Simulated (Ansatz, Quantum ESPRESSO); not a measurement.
# CdF2 (Fm-3m): third-order response

Aim: Raman and infrared lines of CdF2 (Fm-3m).

Calculated with Quantum ESPRESSO 8.0 development, patched; DFT LDA, scalar-relativistic, plane waves, PseudoDojo norm-conserving pseudopotentials.

Most raw output is cut from this account.

## Step 1: The starting structure

The structure is cubic, space group Fm-3m (No. 225). Conventional cell: a = 5.388 Å, b = 5.388 Å, c = 5.388 Å, α = 90.00°, β = 90.00°, γ = 90.00°. Nearest to Cd lie 8 F at 2.33 Å. F has 4 Cd at 2.33 Å nearest. Farther neighbours and most contacts between anions are not listed.

## Step 2: A probe with smearing

A cheap run with smearing and empty bands tells whether the crystal has a gap, which decides between fixed occupations and smearing later on.

Contents of probe.in:

```
 &control
    calculation='scf',
    prefix='x',
    outdir='./tmp',
    pseudo_dir='./pseudo',
    tprnfor=.true.,
    tstress=.true.,
    verbosity='high',
 /
 &system
    ibrav=0,
    nat=3,
    ntyp=2,
    ecutwfc=102.0,
    occupations='smearing',
    smearing='gaussian',
    degauss=0.01,
 /
 &electrons
    conv_thr=1.0d-07,
    mixing_beta=0.7,
    electron_maxstep=100,
 /
ATOMIC_SPECIES
 Cd    112.4140  Cd.upf
 F      18.9984  F.upf
CELL_PARAMETERS angstrom
    -2.694000000    0.000000000    2.694000000
     0.000000000    2.694000000    2.694000000
    -2.694000000    2.694000000    0.000000000
ATOMIC_POSITIONS crystal
 Cd     0.000000000   0.000000000   0.000000000
 F      0.750000000   0.750000000   0.750000000
 F      0.250000000   0.250000000   0.250000000
K_POINTS automatic
 6 6 6 0 0 0
```

On the command line:

```sh
$ OMP_NUM_THREADS=1 mpirun -n 4 pw.x -nk 4 -in probe.in > probe.out
```

Elapsed: 6.1 s, on 4 MPI ranks of Arm Neoverse V1, shared host.

Read from the output:

| Property | Result |
| --- | --- |
| volume per atom | 13.03 Å³ |
| pressure | -5.745 GPa |
| gap on the k-mesh | 2.840 eV |

A gap of 2.8 eV opens on this mesh, so the crystal is taken as an insulator; the start stands at -5.7 GPa.

## Step 3: Relaxation

The relaxation runs at a cutoff a fifth above that of the response, since stress converges more slowly with the basis than frequencies do. Forces and stress are brought to rest with tight thresholds.

Contents of relax.in:

```
 &control
    calculation='vc-relax',
    prefix='x',
    outdir='./tmp',
    pseudo_dir='./pseudo',
    tprnfor=.true.,
    tstress=.true.,
    forc_conv_thr=2.0d-05,
    etot_conv_thr=1.0d-07,
    nstep=40,
 /
 &system
    ibrav=0,
    nat=3,
    ntyp=2,
    ecutwfc=122,
    occupations='fixed',
    nbnd=19,
 /
 &electrons
    conv_thr=1.0d-11,
    mixing_beta=0.7,
    electron_maxstep=100,
 /
 &ions
 /
 &cell
    press_conv_thr=0.2,
 /
ATOMIC_SPECIES
 Cd    112.4140  Cd.upf
 F      18.9984  F.upf
CELL_PARAMETERS angstrom
    -2.694000000    0.000000000    2.694000000
     0.000000000    2.694000000    2.694000000
    -2.694000000    2.694000000    0.000000000
ATOMIC_POSITIONS crystal
 Cd     0.000000000   0.000000000   0.000000000
 F      0.750000000   0.750000000   0.750000000
 F      0.250000000   0.250000000   0.250000000
K_POINTS automatic
 6 6 6 0 0 0
```

On the command line:

```sh
$ OMP_NUM_THREADS=1 mpirun -n 4 pw.x -nk 4 -in relax.in > relax.out
```

Run time: 65 s. Hardware: 4 MPI ranks.

The steps of the relaxation:

```csv
step,energy less that of the first step (eV),largest force (eV/Å),pressure (GPa),volume (Å³)
1,0.0000,0.0000,-5.67,39.10
2,-0.0292,0.0000,-2.59,37.98
3,-0.0358,0.0000,0.29,37.09
4,-0.0359,0.0000,-0.01,37.18
5,-0.0359,0.0000,0.00,37.18
6,-0.0357,0.0000,0.00,37.18
```

```csv
"conventional cell, symmetrised",before,after,change
a (Å),5.388,5.298,-1.7 %
b (Å),5.388,5.298,-1.7 %
c (Å),5.388,5.298,-1.7 %
volume (Å³/atom),13.03,12.39,-4.9 %
```

Final coordinates:

```
Cd F
1.0
    -2.64899    0.00000    2.64899
     0.00000    2.64899    2.64899
    -2.64899    2.64899    0.00000
Cd F
1 2
Direct
  0.00000 0.00000 0.00000
  0.75000 0.75000 0.75000
  0.25000 0.25000 0.25000
```

The last row of the table of steps is pw.x's closing run on a basis chosen anew for the final cell, so its energy can jump.

Read from the output:

```
volume per atom   : 12.39 Å³
pressure          : -0.002 GPa
gap on the k-mesh : 3.025 eV
```

The volume changes by -4.9 % from the cell with which this run began.

## Step 4: Ground state

The response is built on this ground state, so it is converged far tighter than an energy would need. With a gap, occupations are fixed, which also allows the response to an electric field.

Contents of scf.in:

```
 &control
    calculation='scf',
    prefix='x',
    outdir='./tmp',
    pseudo_dir='./pseudo',
    tprnfor=.true.,
    tstress=.true.,
 /
 &system
    ibrav=0,
    nat=3,
    ntyp=2,
    ecutwfc=102.0,
    occupations='fixed',
    nbnd=19,
 /
 &electrons
    conv_thr=1.0d-12,
    mixing_beta=0.7,
    electron_maxstep=100,
 /
ATOMIC_SPECIES
 Cd    112.4140  Cd.upf
 F      18.9984  F.upf
CELL_PARAMETERS angstrom
    -2.648991864    0.000000000    2.648991864
     0.000000000    2.648991864    2.648991864
    -2.648991864    2.648991864    0.000000000
ATOMIC_POSITIONS crystal
 Cd     0.000000000   0.000000000   0.000000000
 F      0.750000000   0.750000000   0.750000000
 F      0.250000000   0.250000000   0.250000000
K_POINTS automatic
 8 8 8 0 0 0
```

On the command line:

```sh
$ OMP_NUM_THREADS=1 mpirun -n 4 pw.x -nk 4 -in scf.in > scf.out
```

Elapsed: 16 s, on 4 MPI ranks; 65 s of CPU time.

Numbers from this step:

- pressure: -0.063 GPa
- gap on the k-mesh: 3.003 eV

The cell stands at -0.063 GPa, close enough for phonons.

## Step 5: Zone-centre response

At q = 0 one unit cell holds all displacements; symmetry groups them into irreducible representations that are solved one by one. The response to a field gives ε∞ and the Born charges, which polar modes need. Third-order response adds the Raman tensors.

Contents of ph.in:

```
phonons
 &inputph
    prefix='x',
    outdir='./tmp',
    fildyn='g.dyn',
    tr2_ph=1.0d-18,
    epsil=.true.,
    lraman=.true.,
    elop=.true.,
 /
0.000000000000 0.000000000000 0.000000000000
```

On the command line:

```sh
$ OMP_NUM_THREADS=1 mpirun -n 4 ph.x -nk 4 -in ph.in > ph.out
```

Run time: 24 min. Hardware: 4 MPI ranks.

Read from the output:

* miss of the charge sum rule: 1.00e-5 e
* largest acoustic frequency at the zone centre before the sum rule: -0.99 cm⁻¹
* highest optical zone-centre mode (no LO-TO term): 318.7 cm⁻¹
* lowest optical zone-centre mode: 238.2 cm⁻¹
* mean high-frequency dielectric constant: 2.919
* largest Born charge in size (third of the trace): 2.453 e

Born charge (rows field, columns displacement), before the sum rule (e), principal values of the symmetric part by kind of site:

| atom | atoms with these values | low | middle | high | mean |
| --- | --- | --- | --- | --- | --- |
| Cd1 | 1 | 2.45 | 2.45 | 2.45 | 2.45 |
| F2 | 2 | -1.23 | -1.23 | -1.23 | -1.23 |

In full for Cd1:

```
2.45 0.00 0.00
0.00 2.45 0.00
0.00 0.00 2.45
```

High-frequency dielectric tensor:

```
2.92 0.00 0.00
0.00 2.92 0.00
0.00 0.00 2.92
```

The acoustic modes at Γ come out as far as 1.0 cm⁻¹ from zero, where they should vanish, a small numerical error; the Born charges miss their sum rule by 1.0e-5 e, which is good.

## Step 6: Zone-centre analysis

A rigid shift of the crystal must cost nothing, but grids and finite bases break this; the acoustic sum rule is imposed before the matrix is diagonalised again. With Born charges the intensities follow, and the static dielectric tensor.

Contents of dynmat.in:

```
 &input
    fildyn='g.dyn',
    asr='simple',
    fileig='dynmat.eig',
    lperm=.true.,
 /
```

On the command line:

```sh
$ dynmat.x -in dynmat.in > dynmat.out
```

The job ended after 0.46 s (1 thread).

Numbers from this step:

```yaml
mean_static_dielectric_constant: 7.859
```

Unit eigenvectors of the mass-weighted matrix after the sum rule; no LO-TO term. The modes at Γ (shares of kinetic energy by element, %):

| mode | frequency (cm⁻¹) | symmetry | Cd % | F % |
| --- | --- | --- | --- | --- |
| 1 | 0.0 | acoustic | 75 | 25 |
| 2 | 0.0 | acoustic | 75 | 25 |
| 3 | 0.0 | acoustic | 75 | 25 |
| 4 | 238.2 | T1u | 25 | 75 |
| 5 | 238.2 | T1u | 25 | 75 |
| 6 | 238.2 | T1u | 25 | 75 |
| 7 | 318.7 | T2g | 0 | 100 |
| 8 | 318.7 | T2g | 0 | 100 |
| 9 | 318.7 | T2g | 0 | 100 |

Displacements in mode 5 (238.2 cm⁻¹), the largest set to 1:
```
Cd1 -0.04  0.12 -0.34
F2   0.13 -0.35  1.00
F3   0.13 -0.35  1.00
```

Displacements in mode 8 (318.7 cm⁻¹), the largest set to 1:
```
Cd1  0.00  0.00  0.00
F2   0.15 -0.99  1.00
F3  -0.15  0.99 -1.00
```

Degenerate modes summed, no LO-TO term. Infrared lines, with heights relative to the strongest:

```csv
position (cm⁻¹),lines merged,label,"IR intensity, relative"
238,3,T1u,100
319,3,T2g,0.0
```

Degenerate modes summed. Lines of the Raman spectrum (strongest = 100):

```csv
position (cm⁻¹),lines merged,label,"Raman activity, relative"
238,3,T1u,0.0
319,3,T2g,100
```

Static dielectric tensor (ions relaxed, fixed cell):

```
7.86 0.00 0.00
0.00 7.86 0.00
0.00 0.00 7.86
```

The rule moves no optical mode by more than 0.1 cm⁻¹.

## Step 7: Sum rules set otherwise: a sum rule for molecules or wires on a crystal

This rule also removes rotations, which suits molecules and not a crystal; it is tried to see the harm.

Contents of dynmat.in:

```
 &input
    fildyn='g.dyn',
    asr='zero-dim',
    fileig='dynmat.eig',
    lperm=.true.,
 /
```

On the command line:

```sh
$ dynmat.x -in dynmat.in > dynmat.out
```

It took 0.45 s on 1 thread.

The program raised no error, yet the settings are not those of a careful run.

The fault: a sum rule for molecules or wires on a crystal; 2 optical modes are projected out to zero frequency, as if they were rotations, and the static dielectric tensor is spoilt.

For a crystal the rule has to be 'simple' or 'crystal'.

Zone-centre frequencies as printed; negative means imaginary. Modes:

```csv
mode,frequency (cm⁻¹)
1,0
2,0
3,0
4,0
5,0
6,238.2
7,293
8,293
9,318.7
```

## Step 8: Modes along a direction of q (1 0 0)

A longitudinal polar mode sets up a macroscopic field that stiffens it; the term hangs on the direction from which q goes to zero.

Contents of dynmat.in:

```
 &input
    fildyn='g.dyn',
    asr='simple',
    fileig='dynmat.eig',
    q(1)=1.0,
    q(2)=0.0,
    q(3)=0.0,
 /
```

On the command line:

```sh
$ dynmat.x -in dynmat.in > dynmat.out
```

Wall time 0.44 s (1 thread).

Read from the output:

```yaml
highest_mode_moved_by_the_lo_to_term: 390.9 cm⁻¹
```

Zone-centre frequencies as printed; negative means imaginary. Modes:

```
mode  frequency (cm⁻¹)
   1                 0
   2                 0
   3                 0
   4             238.2
   5             238.2
   6             318.7
   7             318.7
   8             318.7
   9             390.9
```

The field moves one mode, from 238 to 391 cm⁻¹; the others stay.

## Step 9: The same in Ansatz

A second program on the same cell, potentials, cutoff and meshes tests the implementation of the phonon response, not its convergence. Its field response is summed in its own way. Its k mesh is centred on Γ.

This step: DFT LDA, scalar-relativistic, plane waves, PseudoDojo norm-conserving pseudopotentials (Ansatz 0.2.0).

Contents of input.yaml:

```yaml
crystal:
  lattice:
    - [-2.648991864, 0.0, 2.648991864]
    - [0.0, 2.648991864, 2.648991864]
    - [-2.648991864, 2.648991864, 0.0]
  atoms:
    - { symbol: Cd, position: [0.0, 0.0, 0.0] }
    - { symbol: F, position: [0.75, 0.75, 0.75] }
    - { symbol: F, position: [0.25, 0.25, 0.25] }
kpoints:
  mp_grid: { grid: [8, 8, 8] }
hamiltonian:
  xc: lda
  pseudopotentials: { kind: nc, accuracy: standard }
scf:
  occupations: { method: fixed }
output:
  eigenvalues: true
basis:
  ecutwfc: 1387.781
phonons:
  method: dfpt
  dielectric: true
  rigid_motions: translations
  raman: true
```

On the command line:

```sh
$ ansatz run input.yaml --threads 4 --pin off --max-ram 8192MiB --backend cpu --events-out ev --progress --plain --runs-dir out
```

It took 3.7 min on 4 threads; peak memory 1.7 GiB.

Read from the output:

| Quantity | Value |
| --- | --- |
| sum-rule residual before enforcement | 0.002917 eV/Å² |
| miss of the charge sum rule | 2.07e-4 e |
| highest optical zone-centre mode (no LO-TO term) | 318.8 cm⁻¹ |
| mean high-frequency dielectric constant | 2.918 |
| largest Born charge in size (third of the trace) | 2.452 e |
| mean static dielectric constant | 7.860 |

Transverse modes. Infrared lines, with heights relative to the strongest:

```
position (cm⁻¹)  label  IR intensity ((D/Å)²/amu), degenerate modes summed, relative
            238    T1u                                                           100
            319    T2g                                                           0.0
```

Activity x (w_L - w)^4 (n + 1)/w, 532 nm, 300 K. Raman lines, with heights relative to the strongest:

| position (cm⁻¹) | label | Stokes intensity, strongest 100 |
| --- | --- | --- |
| 238 | T1u | 0.0 |
| 319 | T2g | 100 |

## Step 10: Side by side: QE PseudoDojo and Ansatz, PseudoDojo

Numbers from this step:

```yaml
root_mean_square_difference: 0.05 cm⁻¹
largest_difference: 0.05 cm⁻¹
```

Frequencies side by side, by row:

```
q (reciprocal lattice)  mode  QE PseudoDojo (cm⁻¹)  Ansatz, PseudoDojo (cm⁻¹)
                 0 0 0     1                     0                          0
                 0 0 0     2                     0                          0
                 0 0 0     3                     0                          0
                 0 0 0     4                 238.2                      238.2
                 0 0 0     5                 238.2                      238.2
                 0 0 0     6                 238.2                      238.2
                 0 0 0     7                 318.7                      318.8
                 0 0 0     8                 318.7                      318.8
                 0 0 0     9                 318.7                      318.8
```

The two runs side by side. Further quantities:

```csv
quantity,QE PseudoDojo,"Ansatz, PseudoDojo"
mean ε∞,2.919,2.918
"largest Born charge in size (e; the first before, the second after the charge sum rule)",2.453,2.452
summed IR intensity ((D/Å)²/amu),14.66,14.66
summed Raman activity (Å⁴/amu),5.2,5.23
```

At the zone centre the largest difference (acoustic modes at Γ apart) is 0.02 % of the highest mode.

## Step 11: Results

- space group after relaxation: Fm-3m
- volume per atom: 12.4 Å³
- gap on the k-mesh: 3.00 eV
- highest optical zone-centre mode (no LO-TO term): 318.7 cm⁻¹
- lowest optical zone-centre mode: 238.2 cm⁻¹
- highest mode moved by the LO-TO term: 390.9 cm⁻¹
- mean high-frequency dielectric constant: 2.92
- largest Born charge in size (third of the trace): 2.45 e
- mean static dielectric constant: 7.86
- imaginary optical modes at the zone centre (no q mesh in this session): none
- largest difference from Ansatz, PseudoDojo: 0.05 cm⁻¹

The largest Raman activity of CdF2 (Fm-3m) lies at 319 cm⁻¹ and the strongest infrared line at 238 cm⁻¹ (transverse modes). At the LDA level the optical modes of CdF2 (Fm-3m) at the zone centre (no LO-TO term) run from 238 to 319 cm⁻¹. Along the directions run, the highest mode that the macroscopic field moves lies at 391 cm⁻¹. Lattice motion raises the mean dielectric constant from 2.919 to 7.859. The Born charge of Cd is 2.453 e against a formal charge of +2, somewhat above it. Of the 6 optical modes, 3 are infrared active alone and 3 are Raman active alone; inversion symmetry keeps the two sets apart. QE PseudoDojo and Ansatz, PseudoDojo agree to 0.05 cm⁻¹ (0.02 % of the highest mode compared) on all solved modes but the acoustic ones at Γ, without the LO-TO term. These are harmonic frequencies at zero temperature: anharmonic shifts and linewidths and thermal expansion are left out. The build is a development version in which the Raman tensors of release 7.5 are mended; dynmat.x leaves out the electro-optic term of LO lines.

[Host names and launcher messages were left out of these logs when they were recorded.]

[Logs are printed without paths, hosts, clocks, repeated set-up lines and the standing remarks that a program may print on its own settings, such as how far it seeks lower states.]

[Hosts, paths, dates, database ids (printed as entryN), source tags and the programs' standing remarks are cut or masked in the printed files.]
